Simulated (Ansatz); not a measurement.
**Na on W(110): change of the work function**

How does one ordered layer of Na (hollow site) change the work function of W(110), and what dipole does each adsorbate carry?

Method: plane-wave DFT, PBE, Ansatz PAW, in Ansatz 0.2.0.

### 1. Set-up

The cell holds 4 atoms: 4 W. Its edges and angles: a = 2.737 Å, b = 2.737 Å, c = 24.703 Å, α = 90.0°, β = 90.0°, γ = 70.5°. Vacuum lies along c.

### 2. The clean slab

The bare slab comes first, as the zero from which every change is counted. The two lowest layers are held at bulk places and the upper ones relax. The dipole correction removes the false field that a one-sided slab makes across the periodic vacuum, so each face gets a flat vacuum level of its own.

Contents of input.yaml:

```yaml
crystal:
  lattice:
    - [2.2344574285, -1.58, 0.0]
    - [2.2344574285, 1.58, 0.0]
    - [0.0, 0.0, 24.7033722856]
  atoms:
    - { symbol: W, position: [0.0, 0.0, 0.3643227287] }
    - { symbol: W, position: [0.5, 0.5, 0.4547742429] }
    - { symbol: W, position: [0.0, 0.0, 0.5452257571] }
    - { symbol: W, position: [0.5, 0.5, 0.6356772713] }
kpoints:
  mp_grid: { grid: [12, 12, 1] }
hamiltonian:
  xc: pbe
scf:
  occupations: { method: fermi_dirac, width: 0.1 }
  convergence: { dr2_threshold: 1.0e-08 }
efield:
  axis: 3
  dipole_correction: true
  ramp_position: 0.97
  ramp_width: 0.06
relax:
  f_tol: 0.02
  max_steps: 60
  constraints: [{ sites: [0, 1] }]
output:
  write_potential: true
  write_density: true
  volumetric_format: npy
```

Run with:

```sh
> ansatz run input.yaml --threads 4 --pin off --max-ram 6144MiB --backend cpu --events-out ev --progress --plain --runs-dir out
```

The log of the run:

```text
Engine: ansatz 0.2.0, aarch64-unknown-linux-gnu
Pseudopotentials: kind: paw
Pseudopotential: W, paw, valence charge 14, recommended cutoff 420 eV (normal), W.paw.azcp
Functional definition: PBE
  parameter kappa = 0.804
  parameter beta = 0.066725
  exchange = pbe_x(kappa = kappa, mu = beta*pi^2/3)
  correlation = pbe_c(beta = beta)
Crystal: 4 atoms, lattice volume = 174.428 Å³
Basis set: ecut = 420 eV, 3461 PW (Γ), exchange–correlation on 40×40×360 points (8 copies of the dense FFT grid, shifted against one another)
Bands: 34, of which v1, the nominal top of the filled ones, is band 28 counted from 1 (27 counted from 0)
Symmetry: 4 space group operations
k-points: 43 of 144
Non-local potential: W, projectors of the file, l = 0: 3, l = 1: 2, l = 2: 2, l = 3: 1
PAW form: soft (Blöchl's): semilocal exchange-correlation on the pseudo side does not see the compensation charge
PAW one-centre angular grid: W, 590 points (default); XC on 64 Gauss nodes
Initial density: superposition of atomic densities (neutral atoms: chi_scale 0, normalization atom), corrected by the library's trained network
Initial wavefunctions: pseudopotential atomic-orbital guess
Functional: x = pbe(κ = 0.804, μ = 0.219515), c = pbe(β = 0.066725)
SCF iter   1: F=—  HF=-41536.547941 eV  |F-HF|=—  |Δ(HF+E_count)|=         —  Δρ=9.69e-3  dr2=1.99e0  ethr=1.77e-3  p=0.000 e·Å  D=4.83e-14 V/Å  ΔV_dip=-0.00 eV  dr2_dipole=2.75e-7  V_vac-E_F(+/−)=5.06/5.06 eV  ⟨swp⟩=7.9  Hψ=15776  notcnv=0  defer=16
efield: sawtooth ramp at fractional position 0.9700 (set: `efield.ramp_position`, or a place that a band, a saddle search or an elastic batch's reference lends), width 0.0600; the density the first Hamiltonian is built on has a dipole p = 0.000 e·Å; the dipole correction subtracts the counter field D = 4.83e-14 V/Å, which shifts the + side's vacuum level by -0.00 eV against the − side's; the planar-averaged density in the ramp window peaks in size at 1.1e-5 e/Å³
automatic band count: the SCF goes on with 40 bands, as 34 were too few: the levels above may hold too much charge
preconditioner: auto → LDOS  [metal: Δε(μ)=0.044 eV  Ē_g=6.098 eV  σ=0.100 eV  W_gap=0.11  n_scr=16 (ndim 8)  ℏωp=13.8 eV  f_vac=0.562  D(μ)=3.18/eV (n_scr^D=14)  β→1.0]
SCF iter   2: F=—  HF=-41536.463454 eV  |F-HF|=—  |Δ(HF+E_count)|=   8.45e-2  Δρ=3.80e-3  dr2=1.53e-1  ethr=1.77e-3  p=-0.000 e·Å  D=-1.41e-5 V/Å  ΔV_dip=0.00 eV  dr2_dipole=9.40e-8  V_vac-E_F(+/−)=4.91/4.91 eV  ⟨swp⟩=2.0  Hψ=2409  notcnv=0  defer=46
SCF iter   3: F=—  HF=-41536.454051 eV  |F-HF|=—  |Δ(HF+E_count)|=   9.40e-3  Δρ=7.33e-4  dr2=4.77e-3  ethr=2.73e-4  p=-0.000 e·Å  D=-5.84e-6 V/Å  ΔV_dip=0.00 eV  dr2_dipole=2.39e-8  V_vac-E_F(+/−)=4.90/4.90 eV  ⟨swp⟩=1.9  Hψ=2195  notcnv=0  defer=48
SCF iter   4: F=—  HF=-41536.453645 eV  |F-HF|=—  |Δ(HF+E_count)|=   4.05e-4  Δρ=2.26e-4  dr2=2.83e-4  ethr=8.51e-6  p=-0.000 e·Å  D=-2.80e-6 V/Å  ΔV_dip=0.00 eV  dr2_dipole=3.72e-9  V_vac-E_F(+/−)=4.90/4.90 eV  ⟨swp⟩=2.2  Hψ=2210  notcnv=0  defer=48
SCF iter   5: F=—  HF=-41536.453613 eV  |F-HF|=—  |Δ(HF+E_count)|=   3.19e-5  Δρ=8.21e-5  dr2=9.88e-6  ethr=5.05e-7  p=-0.000 e·Å  D=-1.59e-6 V/Å  ΔV_dip=0.00 eV  dr2_dipole=4.22e-10  V_vac-E_F(+/−)=4.90/4.90 eV  ⟨swp⟩=2.8  Hψ=2489  notcnv=0  defer=48
SCF iter   6: F=—  HF=-41536.453677 eV  |F-HF|=—  |Δ(HF+E_count)|=   6.37e-5  Δρ=1.85e-5  dr2=1.78e-6  ethr=1.76e-8  p=-0.000 e·Å  D=-3.90e-7 V/Å  ΔV_dip=0.00 eV  dr2_dipole=1.89e-13  V_vac-E_F(+/−)=4.90/4.90 eV  ⟨swp⟩=3.0  Hψ=2817  notcnv=0  defer=46
SCF iter   7: F=—  HF=-41536.453677 eV  |F-HF|=—  |Δ(HF+E_count)|=   1.78e-7  Δρ=5.89e-6  dr2=9.96e-8  ethr=3.18e-9  p=-0.000 e·Å  D=-1.01e-7 V/Å  ΔV_dip=0.00 eV  dr2_dipole=4.45e-13  V_vac-E_F(+/−)=4.90/4.90 eV  ⟨swp⟩=2.1  Hψ=2209  notcnv=0  defer=46
SCF iter   8: F=—  HF=-41536.453677 eV  |F-HF|=—  |Δ(HF+E_count)|=   1.72e-7  Δρ=2.08e-6  dr2=1.13e-8  ethr=1.79e-11  p=-0.000 e·Å  D=-4.92e-8 V/Å  ΔV_dip=0.00 eV  dr2_dipole=1.60e-13  V_vac-E_F(+/−)=4.90/4.90 eV  ⟨swp⟩=12.3  Hψ=12544  notcnv=0
SCF iter   9: F=-41536.453677 eV  HF=-41536.453677 eV  |F-HF|=3.00e-9  |Δ(HF+E_count)|=   2.46e-9  Δρ=6.34e-7  dr2=1.01e-9  ethr=1.79e-11  p=-0.000 e·Å  D=-1.29e-8 V/Å  ΔV_dip=0.00 eV  dr2_dipole=2.00e-15  V_vac-E_F(+/−)=4.90/4.90 eV  ⟨swp⟩=10.8  Hψ=10717  notcnv=0
SCF 1 converged in 9 iterations: F = -41536.453677 eV  dr2 = 1.01e-9
  greatest PAW one-centre occupation: 1.000 electrons in one spin orbital (limit 2), on the W atom at site 0 (counted from 0), in its partial waves of l = 0
relax step   1: F+E_penalty+E_count = -41536.45367728 eV  Δ(F+E_penalty+E_count) = +0.000e0 eV  max|allowed force component| = 6.535e-1 eV/Å  Δτ_max = 0.0000 Å  (9 SCF iters, accepted)
Bands: 40, of which v1, the nominal top of the filled ones, is band 28 counted from 1 (27 counted from 0)
Initial density: handed on by an earlier stage of this run
Initial wavefunctions: those handed on with the density
iter 1 solved again at ethr=9.58e-4 eV; its pass at ethr=3.10e-3 eV (dr2=5.36e-1 eV) is discarded
SCF iter   1: F=—  HF=-41536.451066 eV  |F-HF|=—  |Δ(HF+E_count)|=         —  Δρ=7.55e-3  dr2=5.51e-1  ethr=9.58e-4  p=-0.000 e·Å  D=-4.95e-7 V/Å  ΔV_dip=0.00 eV  dr2_dipole=8.25e-2  V_vac-E_F(+/−)=4.92/4.92 eV  ⟨swp⟩=1.6  Hψ=6453  notcnv=0  defer=49
efield: sawtooth ramp at fractional position 0.9700 (set: `efield.ramp_position`, or a place that a band, a saddle search or an elastic batch's reference lends), width 0.0600; the density the first Hamiltonian is built on has a dipole p = -0.000 e·Å; the dipole correction subtracts the counter field D = -4.95e-7 V/Å, which shifts the + side's vacuum level by +0.00 eV against the − side's; the planar-averaged density in the ramp window peaks in size at 4.2e-6 e/Å³
preconditioner: auto → LDOS  [metal: Δε(μ)=0.008 eV  Ē_g=6.108 eV  σ=0.100 eV  W_gap=0.02  n_scr=16 (ndim 8)  ℏωp=13.8 eV  f_vac=0.561  D(μ)=3.03/eV (n_scr^D=12)  β→1.0]
SCF iter   2: F=—  HF=-41536.439070 eV  |F-HF|=—  |Δ(HF+E_count)|=   1.20e-2  Δρ=5.12e-3  dr2=1.98e-1  ethr=9.58e-4  p=0.007 e·Å  D=7.37e-3 V/Å  ΔV_dip=-0.18 eV  dr2_dipole=2.51e-3  V_vac-E_F(+/−)=4.72/4.90 eV  ⟨swp⟩=2.7  Hψ=2768  notcnv=0  defer=49
SCF iter   3: F=—  HF=-41536.411545 eV  |F-HF|=—  |Δ(HF+E_count)|=   2.75e-2  Δρ=1.14e-3  dr2=8.39e-3  ethr=3.53e-4  p=0.005 e·Å  D=5.11e-3 V/Å  ΔV_dip=-0.13 eV  dr2_dipole=6.86e-5  V_vac-E_F(+/−)=4.79/4.91 eV  ⟨swp⟩=2.4  Hψ=2949  notcnv=0  defer=49
[...]
SCF iter   3: F=—  HF=-41536.467267 eV  |F-HF|=—  |Δ(HF+E_count)|=   1.04e-2  Δρ=8.47e-4  dr2=5.12e-3  ethr=1.42e-4  p=0.004 e·Å  D=4.30e-3 V/Å  ΔV_dip=-0.11 eV  dr2_dipole=4.39e-5  V_vac-E_F(+/−)=4.79/4.90 eV  ⟨swp⟩=2.6  Hψ=3087  notcnv=0  defer=49
SCF iter   4: F=—  HF=-41536.466251 eV  |F-HF|=—  |Δ(HF+E_count)|=   1.02e-3  Δρ=1.79e-4  dr2=1.18e-4  ethr=9.14e-6  p=0.004 e·Å  D=3.68e-3 V/Å  ΔV_dip=-0.09 eV  dr2_dipole=5.75e-7  V_vac-E_F(+/−)=4.81/4.90 eV  ⟨swp⟩=2.5  Hψ=2483  notcnv=0  defer=49
SCF iter   5: F=—  HF=-41536.466259 eV  |F-HF|=—  |Δ(HF+E_count)|=   8.38e-6  Δρ=5.43e-5  dr2=8.97e-6  ethr=2.11e-7  p=0.003 e·Å  D=3.19e-3 V/Å  ΔV_dip=-0.08 eV  dr2_dipole=8.65e-7  V_vac-E_F(+/−)=4.82/4.90 eV  ⟨swp⟩=2.2  Hψ=2723  notcnv=0  defer=49
SCF iter   6: F=—  HF=-41536.466316 eV  |F-HF|=—  |Δ(HF+E_count)|=   5.67e-5  Δρ=1.68e-5  dr2=2.41e-6  ethr=1.60e-8  p=0.003 e·Å  D=2.93e-3 V/Å  ΔV_dip=-0.07 eV  dr2_dipole=2.51e-8  V_vac-E_F(+/−)=4.83/4.90 eV  ⟨swp⟩=2.8  Hψ=3011  notcnv=0  defer=49
SCF iter   7: F=—  HF=-41536.466316 eV  |F-HF|=—  |Δ(HF+E_count)|=   9.86e-8  Δρ=6.68e-6  dr2=1.22e-7  ethr=4.30e-9  p=0.003 e·Å  D=2.81e-3 V/Å  ΔV_dip=-0.07 eV  dr2_dipole=1.62e-9  V_vac-E_F(+/−)=4.83/4.90 eV  ⟨swp⟩=2.0  Hψ=2145  notcnv=0  defer=49
SCF iter   8: F=—  HF=-41536.466316 eV  |F-HF|=—  |Δ(HF+E_count)|=   1.35e-7  Δρ=2.67e-6  dr2=2.97e-8  ethr=2.18e-10  p=0.003 e·Å  D=2.77e-3 V/Å  ΔV_dip=-0.07 eV  dr2_dipole=8.21e-10  V_vac-E_F(+/−)=4.83/4.90 eV  ⟨swp⟩=3.0  Hψ=3074  notcnv=0  defer=49
SCF iter   9: F=-41536.466316 eV  HF=-41536.466316 eV  |F-HF|=3.78e-9  |Δ(HF+E_count)|=   1.99e-8  Δρ=7.34e-7  dr2=1.32e-9  ethr=1.79e-11  p=0.003 e·Å  D=2.76e-3 V/Å  ΔV_dip=-0.07 eV  dr2_dipole=4.87e-13  V_vac-E_F(+/−)=4.83/4.90 eV  ⟨swp⟩=11.2  Hψ=11212  notcnv=0
SCF 3 converged in 9 iterations: F = -41536.466316 eV  dr2 = 1.32e-9
relax step   3: F+E_penalty+E_count = -41536.46631625 eV  Δ(F+E_penalty+E_count) = -1.264e-2 eV  max|allowed force component| = 9.000e-2 eV/Å  Δτ_max = 0.0345 Å  (9 SCF iters, accepted)
SCF iter   1: F=—  HF=-41536.467007 eV  |F-HF|=—  |Δ(HF+E_count)|=         —  Δρ=7.95e-4  dr2=4.51e-3  ethr=1.73e-4  p=0.003 e·Å  D=2.76e-3 V/Å  ΔV_dip=-0.07 eV  dr2_dipole=5.29e-4  V_vac-E_F(+/−)=4.83/4.90 eV  ⟨swp⟩=2.1  Hψ=2956  notcnv=0  defer=49
efield: sawtooth ramp at fractional position 0.9700 (set: `efield.ramp_position`, or a place that a band, a saddle search or an elastic batch's reference lends), width 0.0600; the density the first Hamiltonian is built on has a dipole p = 0.003 e·Å; the dipole correction subtracts the counter field D = 2.76e-3 V/Å, which shifts the + side's vacuum level by -0.07 eV against the − side's; the planar-averaged density in the ramp window peaks in size at 2.5e-6 e/Å³
preconditioner: auto → LDOS  [metal: Δε(μ)=0.042 eV  Ē_g=6.069 eV  σ=0.100 eV  W_gap=0.10  n_scr=16 (ndim 8)  ℏωp=13.8 eV  f_vac=0.561  D(μ)=3.08/eV (n_scr^D=14)  β→1.0]
SCF iter   2: F=—  HF=-41536.466780 eV  |F-HF|=—  |Δ(HF+E_count)|=   2.28e-4  Δρ=3.58e-4  dr2=1.22e-3  ethr=8.05e-6  p=0.002 e·Å  D=2.05e-3 V/Å  ΔV_dip=-0.05 eV  dr2_dipole=4.65e-5  V_vac-E_F(+/−)=4.85/4.90 eV  ⟨swp⟩=2.0  Hψ=2582  notcnv=0  defer=49
SCF iter   3: F=—  HF=-41536.466694 eV  |F-HF|=—  |Δ(HF+E_count)|=   8.63e-5  Δρ=1.37e-4  dr2=1.44e-4  ethr=2.17e-6  p=0.002 e·Å  D=2.31e-3 V/Å  ΔV_dip=-0.06 eV  dr2_dipole=1.26e-5  V_vac-E_F(+/−)=4.84/4.90 eV  ⟨swp⟩=2.0  Hψ=2277  notcnv=0  defer=49
SCF iter   4: F=—  HF=-41536.466671 eV  |F-HF|=—  |Δ(HF+E_count)|=   2.26e-5  Δρ=3.26e-5  dr2=6.82e-6  ethr=2.57e-7  p=0.002 e·Å  D=2.20e-3 V/Å  ΔV_dip=-0.05 eV  dr2_dipole=8.21e-7  V_vac-E_F(+/−)=4.84/4.90 eV  ⟨swp⟩=3.4  Hψ=3097  notcnv=0  defer=49
SCF iter   5: F=—  HF=-41536.466723 eV  |F-HF|=—  |Δ(HF+E_count)|=   5.19e-5  Δρ=1.10e-5  dr2=2.53e-7  ethr=1.22e-8  p=0.002 e·Å  D=2.19e-3 V/Å  ΔV_dip=-0.05 eV  dr2_dipole=5.45e-9  V_vac-E_F(+/−)=4.84/4.90 eV  ⟨swp⟩=2.5  Hψ=2375  notcnv=0  defer=49
SCF iter   6: F=—  HF=-41536.466723 eV  |F-HF|=—  |Δ(HF+E_count)|=   2.64e-7  Δρ=4.53e-6  dr2=3.51e-8  ethr=4.52e-10  p=0.002 e·Å  D=2.20e-3 V/Å  ΔV_dip=-0.05 eV  dr2_dipole=1.76e-10  V_vac-E_F(+/−)=4.84/4.90 eV  ⟨swp⟩=2.8  Hψ=3016  notcnv=0  defer=49
SCF iter   7: F=-41536.466723 eV  HF=-41536.466723 eV  |F-HF|=5.62e-9  |Δ(HF+E_count)|=   7.87e-8  Δρ=1.73e-6  dr2=9.37e-9  ethr=1.79e-11  p=0.002 e·Å  D=2.20e-3 V/Å  ΔV_dip=-0.05 eV  dr2_dipole=1.47e-12  V_vac-E_F(+/−)=4.84/4.90 eV  ⟨swp⟩=11.5  Hψ=11417  notcnv=0
SCF 4 converged in 7 iterations: F = -41536.466723 eV  dr2 = 9.37e-9
relax step   4: F+E_penalty+E_count = -41536.46672319 eV  Δ(F+E_penalty+E_count) = -4.069e-4 eV  max|allowed force component| = 1.129e-2 eV/Å  Δτ_max = 0.0139 Å  (7 SCF iters, accepted)
NSCF: frozen V_eff on 43 k-points
the band table was solved once a step of the walk had ended and its energy, with any forces and stress, was formed, with the checks that follow a solve (9077 applications of the Hamiltonian). They found nothing against the state; the energy, forces and stress were not computed again (output.eigenvalues in the input reference)
WARN: The output density's exchange-correlation potential varies sharply where the density is thin. Do not read a vacuum level from v_tot or v_xc, or from such a field of the output density. On a cell that repeats whose density bears no net charge and no dipole along the vacuum's axis use v_es (v_loc + v_h of the components); under efield.dipole_correction with no amplitude use v_es + v_field, which holds any externa [...]
SCF converged after 7 iterations
Free energy (F): -41536.466723 eV
Harris-Foulkes:  -41536.466723 eV  (|F-HF|=5.62e-9)
Internal energy: -41536.366955 eV  (E = F + TS)
E sigma→0 (E₀):  -41536.416839 eV
Entropy (-TS):   -0.099768 eV (-24.942 meV/atom)
Fermi energy:    5.203880 eV
Dipole field:    D = 0.002197 V/Å  (p = 0.002118 e·Å, saw-weighted, corrected)
Work function:   Φ+ = 4.8447 eV   Φ− = 4.8989 eV
Levels:          The Fermi level and band energies are counted from a zero that moves with the ramp; work functions are not
--- Per-component energies (eV) ---
  E_band       = -1291.057252
  E_kinetic    = 1792.505389
  E_local      = -71121.557986  (includes V_loc(G=0)·N_el)
  E_nonlocal   = 4.576205
  E_hartree    = 34741.224857
  E_xc         = -1063.352008
  E_vxc        = -949.335307  (∫ρ·V_xc dr)
  E_paw        = -34249.938996  (= ΣΔE_a)
  E_vpaw       = -499.704010  (= ΣTr[D̂ρ^β])
  E_aug_tail   = -0.000235  (compensation charges beyond the density's cutoff)
  E_efield     = 0.000002  (sawtooth field / dipole correction)
  E_vefield    = -0.001025  (∫n·V_field dr)
  E_ewald      = 28360.175817
  E_smearing   = -0.099768  (= −TS)
  E_closure    = 0.000000  (closes the sum)
  Σ components = -41536.466723   (vs F -41536.466723, Δ=0.00e0)
--- Forces (eV/Å), atoms counted from 1 ---
  atom   1  W      0.00000000     0.00000000     0.36117719
  atom   2  W      0.00000000    -0.00000000    -0.34159745
  atom   3  W      0.00000000    -0.00000000    -0.00830039
  atom   4  W      0.00000000    -0.00000000    -0.01129452
  max |Σ_I F_I| component: 1.52e-5 eV/Å
--- Band table (eV; the first three rows and the last of 43) ---
  k-point 0: bands = [... 24 lower, 3.7540, 3.7892, 3.9762, 4.5401, 4.8127, 5.7605, 6.0199, 6.9297, ... 8 higher]
  k-point 1: bands = [... 24 lower, 3.5720, 3.7614, 4.1231, 4.4811, 4.8136, 5.3411, 6.2452, 6.7515, ... 8 higher]
  k-point 2: bands = [... 24 lower, 3.3977, 3.5331, 3.9616, 4.3822, 4.9156, 5.2947, 6.6226, 6.6532, ... 8 higher]
  k-point 42: bands = [... 24 lower, 3.7933, 5.7375, 5.8442, 6.2645, 6.3571, 6.8712, 7.2505, 8.8378, ... 8 higher]
--- Relaxed structure (4 steps of the walk, 3 accepted, 0 SCFs on fresh bases) ---
  F+E_penalty+E_count = -41536.46672319 eV   max|allowed force component| = 1.129e-2 eV/Å
  atoms:
    - { symbol: W, position: [0.0, 0.0, 0.3643227287] }
    - { symbol: W, position: [0.5, 0.5, 0.4547742429] }
    - { symbol: W, position: [-6.653933e-19, 6.653933e-19, 0.546759] }
    - { symbol: W, position: [0.5, 0.5, 0.635499] }
```

It took 25 s on 4 threads of Arm Neoverse V2, shared host; peak memory 0.58 GiB.

Step by step:

```csv
step,energy less that of the first step (eV),largest force component (eV/Å)
1,0.0000,0.6535
2,0.0440,1.3654
3,-0.0126,0.0900
4,-0.0130,0.0113
```

Relaxation step 2 was tried and not accepted.

The run keeps the 4 symmetry operations that the program found, so distortions that break them were not tested.

The atoms that moved most (Å):

| atom | dx | dy | dz | length |
| --- | --- | --- | --- | --- |
| W3 | 0.000 | 0.000 | 0.038 | 0.038 |

Final coordinates:

```cif
data_structure
_symmetry_space_group_name_H-M 'P 1'
_symmetry_Int_Tables_number 1
_cell_length_a 2.7366
_cell_length_b 2.7366
_cell_length_c 24.7034
_cell_angle_alpha 90.000
_cell_angle_beta 90.000
_cell_angle_gamma 70.529
_cell_volume 174.43
loop_
_atom_site_label
_atom_site_type_symbol
_atom_site_fract_x
_atom_site_fract_y
_atom_site_fract_z
_atom_site_occupancy
W1 W 0.00000 0.00000 0.36432 1
W2 W 0.50000 0.50000 0.45477 1
W3 W 0.00000 0.00000 0.54676 1
W4 W 0.50000 0.50000 0.63550 1
```

Read from the output:

```yaml
energy_at_zero_smearing: -41536.4168 eV
work_function_upper_face: 4.845 eV
work_function_lower_face: 4.899 eV
dipole_along_the_normal: 0.002118 e·Å
step_between_the_vacuum_levels: -0.05427 eV
```

Running mean over 2.234 Å of the planar mean; the ramp of the sawtooth is left out. The electron's electrostatic potential energy less the Fermi level by z:

z (Å), electron's electrostatic potential energy less the Fermi level (eV) and a bar from the least value:
```
      3.5        4.9 ##############################
      4.0        4.9 ##############################
      4.5        4.9 ##############################
      5.0        4.9 ##############################
      5.5        4.9 ##############################
      6.0        4.8 ##############################
      6.5        4.4 #############################
      7.0        3.3 ###########################
      7.5       -0.1 ######################
      8.0       -5.8 ############
      8.5      -10.5 ####
      9.0      -12.2 #
      9.5      -12.5 #
     10.0      -12.6 #
     10.5      -12.7 #
     11.0      -12.7 #
     11.5      -12.7 #
     12.0      -12.5 #
     12.5      -12.4 #
     13.0      -12.6 #
     13.5      -12.8 
     14.0      -13.0 
     14.5      -13.1 
     15.0      -12.9 
     15.5      -12.5 #
     16.0      -11.5 ###
     16.5       -8.0 #########
     17.0       -2.3 ##################
     17.5        2.2 ##########################
     18.0        4.1 #############################
     18.5        4.6 ##############################
     19.0        4.8 ##############################
     19.5        4.8 ##############################
     20.0        4.8 ##############################
     20.5        4.8 ##############################
     21.0        4.8 ##############################
     21.5        4.8 ##############################
```

The relaxation took 4 steps and lowered the energy by 0.013 eV; the largest force on the free atoms ends at 0.011 eV/Å.

The work function of the upper face is 4.84 eV.

(Continued in part 2 of 2.)

[Long decimals in the printed logs are rounded to 6 places.]

[Logs are printed without paths, hosts, clocks, repeated set-up lines and the standing remarks that a program may print on its own settings, such as how far it seeks lower states.]

[Hosts, paths, dates, database ids (printed as entryN), source tags and the programs' standing remarks are cut or masked in the printed files.]

[Maps of the electrostatic potential energy from Ansatz leave out the sawtooth potential of an applied field or a dipole correction, so their vacuum need not be flat; planar profiles and work functions include it.]
